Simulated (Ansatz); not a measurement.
# Static equation of state of amorphous SnO2 (72 atoms)

Density of this cell: 6.42 g/cm³. The cell holds 72 atoms: 24 Sn and 48 O. Its edges and angles: a = 9.675 Å, b = 9.778 Å, c = 9.908 Å, α = 93.1°, β = 88.4°, γ = 89.8°. The starting structure: 72 atoms (24 Sn, 48 O) placed at random at 6.03 g/cm³, melted at 5000 K for 10 ps at fixed volume with the Morse and Coulomb pair potential with partial charges (Pedone, Malavasi, Menziani, Cormack and Segre, J. Phys. Chem. B 110, 11780 (2006)). Quenched from 5000 K to 300 K at 50 K/ps and fixed volume, held 10 ps at zero pressure, then minimised at fixed cell.

Calculated with Ansatz 0.2.0: Kohn-Sham DFT, r2SCAN, PAW (set soft_2), plane waves; cutoff 500 eV, Γ point, fermi-dirac smearing of 0.05 eV. Cell and atoms were relaxed first, to V0 = 12.994 Å³ an atom at a residual P0 = -0.003 GPa. The cell was then scaled evenly, and the atoms were relaxed at each volume.

| volume (Å³/atom) | pressure (GPa) |
| --- | --- |
| 11.695 | 10.26 |
| 12.215 | ? |
| 12.604 | 3.229 |
| 13.384 | -2.902 |
| 13.774 | -5.359 |

Task: Fit the third-order Birch–Murnaghan equation to the rows given and interpolate to the withheld row.

**Working.**

Take the Eulerian strain f = ½[(V0/V)^(2/3) − 1] and the normalised pressure F = (P − P0) / [3f(1 + 2f)^(5/2)]. The third-order Birch–Murnaghan equation is then the line F = B0 + (3/2)B0(B′ − 4) f, so u = f and v = F.

```
      u = f  v = F (GPa)
  0.0363830      78.9105
  0.0102567      99.8182
-0.00975678      104.038
 -0.0190505      103.287
```

With n = 4: mean u = 0.00445811, mean v = 96.5134, Σ(u − ū)² = 0.0018075, Σ(u − ū)(v − v̄) = -0.80901. Slope b = -0.80901 / 0.0018075 = -447.57; intercept a = v̄ − b ū = 98.509.

So B0 = a = 98.5 GPa and B′ = 4 + 2b/(3a) = 0.971. At the withheld volume f = 0.02106, F = a + b f = 89.08 GPa, and P = P0 + 3f(1 + 2f)^(5/2) F.

Prediction at 12.215: 6.236 GPa. The run gave 5.039 GPa, so the fit is high by 1.2 GPa (24 % of the value).

The series isn't one smooth equation of state: even a line fitted to all rows, the withheld one included, misses F by up to 16.9 %, the count of bonds changes along the series and an atom moves over 0.5 Å in some relaxation. B0 and B′ are then only the numbers of this fit, not moduli of the material. Among the rows given, the largest miss of the fit is at 11.695, by 0.43 GPa (2.8 % of the range of the table).

Limits: Static cells at zero temperature; the cell shape is held. The program notes that the SCF threshold of these relaxations is loose for the stress. The quench rate of 50 K/ps is many orders above laboratory rates, so the cell is likely richer in defects and strain than a real sample. The network of bonds at the start is that of the classical potential that made the cell, and needn't be the one that DFT or experiment would give. Only the Γ point is sampled, in a cell whose shortest periodic width is 10 Å.

[Logs are printed without paths, hosts, clocks, repeated set-up lines and the standing remarks that a program may print on its own settings, such as how far it seeks lower states.]

[Hosts, paths, dates, database ids (printed as entryN), source tags and the programs' standing remarks are cut or masked in the printed files.]
